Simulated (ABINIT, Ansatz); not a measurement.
## SiC (P6_3mc): one start, several treatments of the self-energy

How much does the gap of SiC (P6_3mc) depend on the approximation to the self-energy?

Method: PBE and many-body steps on it, plane waves, in ABINIT 10.8.3.

**Experimental background.**

- Gap 3.33 eV: band gap at cryogenic temperature; bulk crystal (literature value) (quoted in “Silicon carbide diodes for neutron detection”, 2020, arxiv:2009.14696).

## Step 1: The starting structure

Symmetry: P6_3mc, No. 186, hexagonal system. Conventional cell: a = 3.074 Å, b = 3.074 Å, c = 5.045 Å, α = 90.00°, β = 90.00°, γ = 120.00°. Nearest to Si lie 4 C at 1.88 to 1.90 Å. C has 4 Si at 1.88 to 1.90 Å nearest. Farther neighbours are not listed.

Structure file:

```cif
data_structure
_symmetry_space_group_name_H-M 'P6_3mc'
_symmetry_Int_Tables_number 186
_cell_length_a 3.0735
_cell_length_b 3.0735
_cell_length_c 5.0452
_cell_angle_alpha 90.000
_cell_angle_beta 90.000
_cell_angle_gamma 120.000
_cell_volume 41.27
loop_
_atom_site_label
_atom_site_type_symbol
_atom_site_symmetry_multiplicity
_atom_site_Wyckoff_symbol
_atom_site_fract_x
_atom_site_fract_y
_atom_site_fract_z
_atom_site_occupancy
Si1 Si 2 b 0.33333 0.66667 0.49960 1
C1 C 2 b 0.33333 0.66667 0.87540 1
```

The cell and positions are those that the Materials Project relaxed with its own functionals (PBE, PBE+U or r2SCAN), kept fixed.

## Step 2: Empty states on the mesh, 6×6×4 mesh, 552 bands

This step: ABINIT 10.8.3; DFT, PBE, plane waves, norm-conserving pseudopotentials.

The sums over transitions need many empty states on a uniform mesh; this step solves for them.

run.abi

```
acell 3*1.0 Angstrom
rprim 
  3.073513928196 0.000000000001 0.000000000000
  -1.536756964099 2.661741140703 0.000000000000
  0.000000000000 0.000000000000 5.045247710000
ntypat 2
znucl 14 6
natom 4
typat 1 1 2 2
xred 
  0.333333333333 0.666666666667 0.499602400000
  0.666666666667 0.333333333333 0.999602400000
  0.333333333333 0.666666666667 0.875397600000
  0.666666666667 0.333333333333 0.375397600000
pp_dirpath "pseudos"
pseudos "Si.upf, C.upf"
ecut 37
ngkpt 6 6 4
nshiftk 1
shiftk 0 0 0
kptopt 1
chksymbreak 0
irdden 1
istwfk *1
nband 552
prtvol 0
optdriver 6
gwr_task "HDIAGO"
paral_kgb 0
occopt 1
indata_prefix "in"
outdata_prefix "out"
tmpdata_prefix "tmp"
```

Started as:

```console
$ OMP_NUM_THREADS=1 mpirun -n 8 abinit run.abi > log
```

Output:

```text
.Version 10.8.3 of ABINIT. v10.8.2 released Aug 2026.

 Symmetries : space group P6_3 m c (#186); Bravais hP (primitive hexag.)
[... echo of the input left out ...]
== DATASET  1 ==================================================================
-   mpi_nproc: 8, omp_nthreads: 1 (-1 if OMP is not activated)

--- !DatasetInfo
iteration_state: {dtset: 1, }
dimensions: {natom: 4, nkpt: 21, mband: 552, nsppol: 1, nspinor: 1, nspden: 1, mpw: 3015, }
cutoff_energies: {ecut:  37.0, pawecutdg:  -1.0, }
[...]
Indirect band gap semiconductor
 Fundamental gap:     2.275 (eV)
   VBM:     7.012 (eV) at k: [ 0.0000E+00,  0.0000E+00,  0.0000E+00]
   CBM:     9.287 (eV) at k: [ 3.3333E-01,  3.3333E-01,  0.0000E+00]
 Direct gap:         3.985 (eV) at k: [ 5.0000E-01,  0.0000E+00,  0.0000E+00]

== END DATASET(S) ==============================================================
================================================================================

 -outvars: echo values of variables after computation  --------
           etotal      0.0000000000E+00
            nband         552
             nkpt          21
          spgroup         186
 [... the other variables as echoed above ...]

 Calculation completed.
```

Wall time 70 s (8 MPI ranks of Arm Neoverse V1, shared host); peak memory 4.5 GiB.

Numbers from this step:

* gap: 2.275 eV
* k of the valence top: 0, 0, 0
* k of the conduction bottom: 0.3333, 0.3333, 0
* least direct gap: 3.985 eV
* k points computed: 21
* lowest point of the top converged band, above the valence top: 296.0338 eV

On this mesh the gap is 2.275 eV.

The density comes from a self-consistent run that is not shown.

## Step 3: Screening, 6×6×4 mesh, 226 bands, screening to 247.6 eV

The RPA dielectric matrix is built and inverted for each q.

This step: RPA screening on PBE, plane waves, norm-conserving pseudopotentials.

run.abi: that of step 2 with these lines changed.

```diff
@@ -22,10 +22,11 @@
 chksymbreak 0
-irdden 1
 istwfk *1
-nband 552
-prtvol 0
-optdriver 6
-gwr_task "HDIAGO"
-paral_kgb 0
 occopt 1
+irdwfk 1
+optdriver 3
+nband 226
+ecuteps 9.1
+inclvkb 2
+awtr 1
+symchi 1
 indata_prefix "in"
```

Output:

```text
.Version 10.8.3 of ABINIT. v10.8.2 released Aug 2026.

 Symmetries : space group P6_3 m c (#186); Bravais hP (primitive hexag.)
[... echo of the input left out ...]
== DATASET  1 ==================================================================
-   mpi_nproc: 8, omp_nthreads: 1 (-1 if OMP is not activated)

--- !DatasetInfo
iteration_state: {dtset: 1, }
dimensions: {natom: 4, nkpt: 21, mband: 226, nsppol: 1, nspinor: 1, nspden: 1, mpw: 3015, }
cutoff_energies: {ecut:  37.0, pawecutdg:  -1.0, }
electrons: {nelect:   1.60000000E+01, charge:   0.00000000E+00, occopt:   1.00000000E+00, tsmear:   1.00000000E-02, }

 SCREENING: Calculation of the susceptibility and dielectric matrices

 Based on a program developped by R.W. Godby, V. Olevano, G. Onida, and L. Reining.
 Incorporated in ABINIT by V. Olevano, G.-M. Rignanese, and M. Torrent.
.Using double precision arithmetic ; gwpc =  8

[... cell and pseudopotentials left out ...]
--------------------------------------------------------------------------------

 ==== K-mesh for the wavefunctions ====
 Number of points in the irreducible wedge :    21
[... list of points left out ...]
 Together with 12 symmetry operations and time-reversal symmetry
 yields   144 points in the full Brillouin Zone.

 ==== Q-mesh for the screening function ====
 Number of points in the irreducible wedge :    21
[... list of points left out ...]
 Together with 12 symmetry operations and time-reversal symmetry
 yields   144 points in the full Brillouin Zone.

 setmesh: FFT mesh size selected  =    24x   24x   40
          total number of points  =        23040

 vcoul_init : cutoff-mode = AUXILIARY_FUNCTION
 q-points for optical limit:   1
     1)      0.000010    0.000020    0.000030

- screening: taking advantage of time-reversal symmetry
- Maximum band index for partially occupied states nbvw = 8
- Remaining bands to be divided among processors   nbcw = 218
- Number of bands treated by each node ~27

 Number of electrons calculated from density =   16.0000; Expected =   16.0000
 average of density, n =  0.057443
 r_s =    1.6078
 omega_plasma =   23.1193 [eV]

 calculating chi0 at frequencies [eV] :
  1    0.000000E+00    0.000000E+00
  2    0.000000E+00    2.311935E+01

--------------------------------------------------------------------------------
  q-point number  1        q = ( 0.000000, 0.000000, 0.000000) [r.l.u.]
--------------------------------------------------------------------------------
[... chi0 elements left out ...]
 For q-point:  0.000010 0.000020 0.000030
  dielectric constant =   6.8555
  dielectric constant without local fields =   7.5087

  Average fulfillment of the sum rule on Im[epsilon] for q-point    1 :     93.88  [%]
[... wings left out ...]
  q-point number  2        q = ( 0.166667, 0.000000, 0.000000) [r.l.u.]
--------------------------------------------------------------------------------
[... chi0 elements left out ...]
  Average fulfillment of the sum rule on Im[epsilon] for q-point    2 :     96.15  [%]

 [... 19 further q-points ...]
```

The job ended after 4.5 min (8 MPI ranks; peak memory 3.2 GiB).

This step gave:

```yaml
eps_infinity_with_local_fields_on_this_mesh_along_the_program_s_q_direction: 6.856
the_same_without_local_fields: 7.509
plasma_frequency: 23.12 eV
plane_waves_in_the_screening_matrix: 373
```

Local fields lower ε∞ by 9 %.

## Step 4: G0W0, Godby-Needs plasmon pole

The self-energy is evaluated for the states that the input lists, and the levels follow from it, in one-shot runs by the linearised quasiparticle equation.

This step: G0W0 on PBE, plane waves, norm-conserving pseudopotentials.

run.abi: that of step 3 with these lines changed.

```diff
@@ -25,8 +25,19 @@
 irdwfk 1
-optdriver 3
+optdriver 4
 nband 226
+gwcalctyp 0
+ecutsigx 37
+symsigma 1
+nkptgw 3
+kptgw 
+  0.0000000000 0.0000000000 0.0000000000
+  0.3333333333 0.3333333333 0.0000000000
+  0.5000000000 0.0000000000 0.0000000000
+bdgw 
+  7 10
+  6 10
+  7 10
 ecuteps 9.1
-inclvkb 2
-awtr 1
-symchi 1
+irdscr 1
+ppmodel 1
 indata_prefix "in"
```

Output:

```text
.Version 10.8.3 of ABINIT. v10.8.2 released Aug 2026.

 Symmetries : space group P6_3 m c (#186); Bravais hP (primitive hexag.)
[... echo of the input left out ...]
== DATASET  1 ==================================================================
-   mpi_nproc: 8, omp_nthreads: 1 (-1 if OMP is not activated)

--- !DatasetInfo
iteration_state: {dtset: 1, }
dimensions: {natom: 4, nkpt: 21, mband: 226, nsppol: 1, nspinor: 1, nspden: 1, mpw: 3015, }
cutoff_energies: {ecut:  37.0, pawecutdg:  -1.0, }
electrons: {nelect:   1.60000000E+01, charge:   0.00000000E+00, occopt:   1.00000000E+00, tsmear:   1.00000000E-02, }

 SIGMA: Calculation of the GW corrections

 Based on a program developped by R.W. Godby, V. Olevano, G. Onida, and L. Reining.
 Incorporated in ABINIT by V. Olevano, G.-M. Rignanese, and M. Torrent.
.Using double precision arithmetic ; gwpc =  8

[... cell and pseudopotentials left out ...]
--------------------------------------------------------------------------------

 ==== K-mesh for the wavefunctions ====
 Number of points in the irreducible wedge :    21
[... list of points left out ...]
 Together with 12 symmetry operations and time-reversal symmetry
 yields   144 points in the full Brillouin Zone.

 ==== Q-mesh for screening function ====
 Number of points in the irreducible wedge :    21
[... list of points left out ...]
 Together with 12 symmetry operations and time-reversal symmetry
 yields   144 points in the full Brillouin Zone.

 vcoul_init : cutoff-mode = AUXILIARY_FUNCTION
 q-points for optical limit:   1
     1)      0.000010    0.000020    0.000030
 setmesh: FFT mesh size selected  =    27x   27x   54
          total number of points  =        39366

 Number of electrons calculated from density =   16.0000; Expected =   16.0000
 average of density, n =  0.057443
 r_s =    1.6078
 omega_plasma =   23.1193 [eV]

 === KS Band Gaps ===
  >>>> For spin  1
   Minimum direct gap =   3.9851 [eV], located at k-point      :   0.5000  0.0000  0.0000
   Fundamental gap    =   2.2753 [eV], Top of valence bands at :   0.0000  0.0000  0.0000
                                       Bottom of conduction at :   0.3333  0.3333  0.0000
 SIGMA fundamental parameters:
 PLASMON POLE MODEL  1
 number of plane-waves for SigmaX                 2973
 number of plane-waves for SigmaC and W            373
 number of plane-waves for wavefunctions          2973
 number of bands                                   226
 number of independent spin polarizations            1
 number of spinorial components                      1
 number of k-points in IBZ                          21
 number of q-points in IBZ                          21
 number of symmetry operations                      12
 number of k-points in BZ                          144
 number of q-points in BZ                          144
 number of frequencies for dSigma/dE                 9
 frequency step for dSigma/dE [eV]                0.25
 number of omega for Sigma on real axis              0
 max omega for Sigma on real axis  [eV]           0.00
 zcut for avoiding poles [eV]                     0.10

 EPSILON^-1 parameters (SCR file):
 dimension of the eps^-1 matrix on file            373
 dimension of the eps^-1 matrix used               373
 number of plane-waves for wavefunctions          2973
 number of bands                                   226
 number of q-points in IBZ                          21
 number of frequencies                               2
 number of real frequencies                          1
 number of imag frequencies                          1

 matrix elements of self-energy operator (all in [eV])

 Perturbative Calculation

--- !SelfEnergy_ee
iteration_state: {dtset: 1, }
kpoint     : [   0.000,    0.000,    0.000, ]
spin       : 1
KS_gap     :    4.820
QP_gap     :    5.720
Delta_QP_KS:    0.900
data: !SigmaeeData |
     Band     E0 <VxcDFT>   SigX SigC(E0)      Z dSigC/dE  Sig(E)    E-E0       E
        7   7.012 -15.027 -17.600   1.840   0.792  -0.263 -15.607  -0.580   6.432
        8   7.012 -15.027 -17.600   1.840   0.792  -0.263 -15.607  -0.580   6.432
        9  11.832 -12.163  -6.994  -4.773   0.806  -0.240 -11.843   0.320  12.152
       10  13.231 -12.779  -7.194  -5.230   0.793  -0.262 -12.498   0.281  13.513

--- !SelfEnergy_ee
iteration_state: {dtset: 1, }
kpoint     : [   0.333,    0.333,    0.000, ]
spin       : 1
KS_gap     :    6.117
QP_gap     :    7.194
Delta_QP_KS:    1.077
data: !SigmaeeData |
     Band     E0 <VxcDFT>   SigX SigC(E0)      Z dSigC/dE  Sig(E)    E-E0       E
        6   2.959 -13.062 -17.039   2.807   0.780  -0.281 -13.975  -0.913   2.045
        7   2.959 -13.062 -17.039   2.807   0.780  -0.281 -13.975  -0.913   2.045
[...]
--- !SelfEnergy_ee
iteration_state: {dtset: 1, }
kpoint     : [   0.500,    0.000,    0.000, ]
spin       : 1
KS_gap     :    3.985
QP_gap     :    4.922
Delta_QP_KS:    0.937
data: !SigmaeeData |
     Band     E0 <VxcDFT>   SigX SigC(E0)      Z dSigC/dE  Sig(E)    E-E0       E
[...]
8   5.813 -14.520 -17.600   2.157   0.789  -0.267 -15.249  -0.729   5.084
        9   9.798 -10.579  -6.048  -4.277   0.821  -0.218 -10.371   0.208  10.006
       10  11.240 -11.760  -6.959  -4.385   0.809  -0.236 -11.423   0.337  11.576

== END DATASET(S) ==============================================================
================================================================================

 -outvars: echo values of variables after computation  --------
           etotal      0.0000000000E+00
            nband         226
             nkpt          21
          spgroup         186
 [... the other variables as echoed above ...]

 Calculation completed.
```

Elapsed: 77 s, on 8 MPI ranks; peak memory 3.9 GiB; 10 min of CPU time.

This step gave:

| Item | Value |
| --- | --- |
| G0W0 gap on the points computed | 3.011 eV |
| starting gap on the mesh | 2.275 eV |
| k of the valence top | 0, 0, 0 |
| k of the conduction bottom | 0.3333, 0.3333, 0 |
| Z at the valence top | 0.792 |
| Z at the conduction bottom | 0.824 |
| least direct G0W0 gap on the computed points | 4.922 eV |

The gap on the mesh goes from 2.28 eV to 3.01 eV, a correction of +0.74 eV.

(Continued in part 2 of 2.)

[Paths, hosts, dates, memory and timing lines, banners, echoed tables and standing remarks are left out of the program output.]

[Logs are printed without paths, hosts, clocks, repeated set-up lines and the standing remarks that a program may print on its own settings, such as how far it seeks lower states.]

[Runs of the session that timed out or met a known fault of the program may be left out.]

[No measured gap is set beside runs whose start may be inverted or whose files or cutoffs have a known fault.]

[Hosts, paths, dates, database ids (printed as entryN), source tags and the programs' standing remarks are cut or masked in the printed files.]

[G0W0 gaps are taken among the corrected bands and points alone; a level outside them can change the order at an edge.]

[Where Ansatz stands beside ABINIT at settings called matched, ABINIT's density can come from a denser mesh and the files from another edition; pairs whose starting gaps differed by over 0.03 eV were left out, so agreement reads better than it is.]
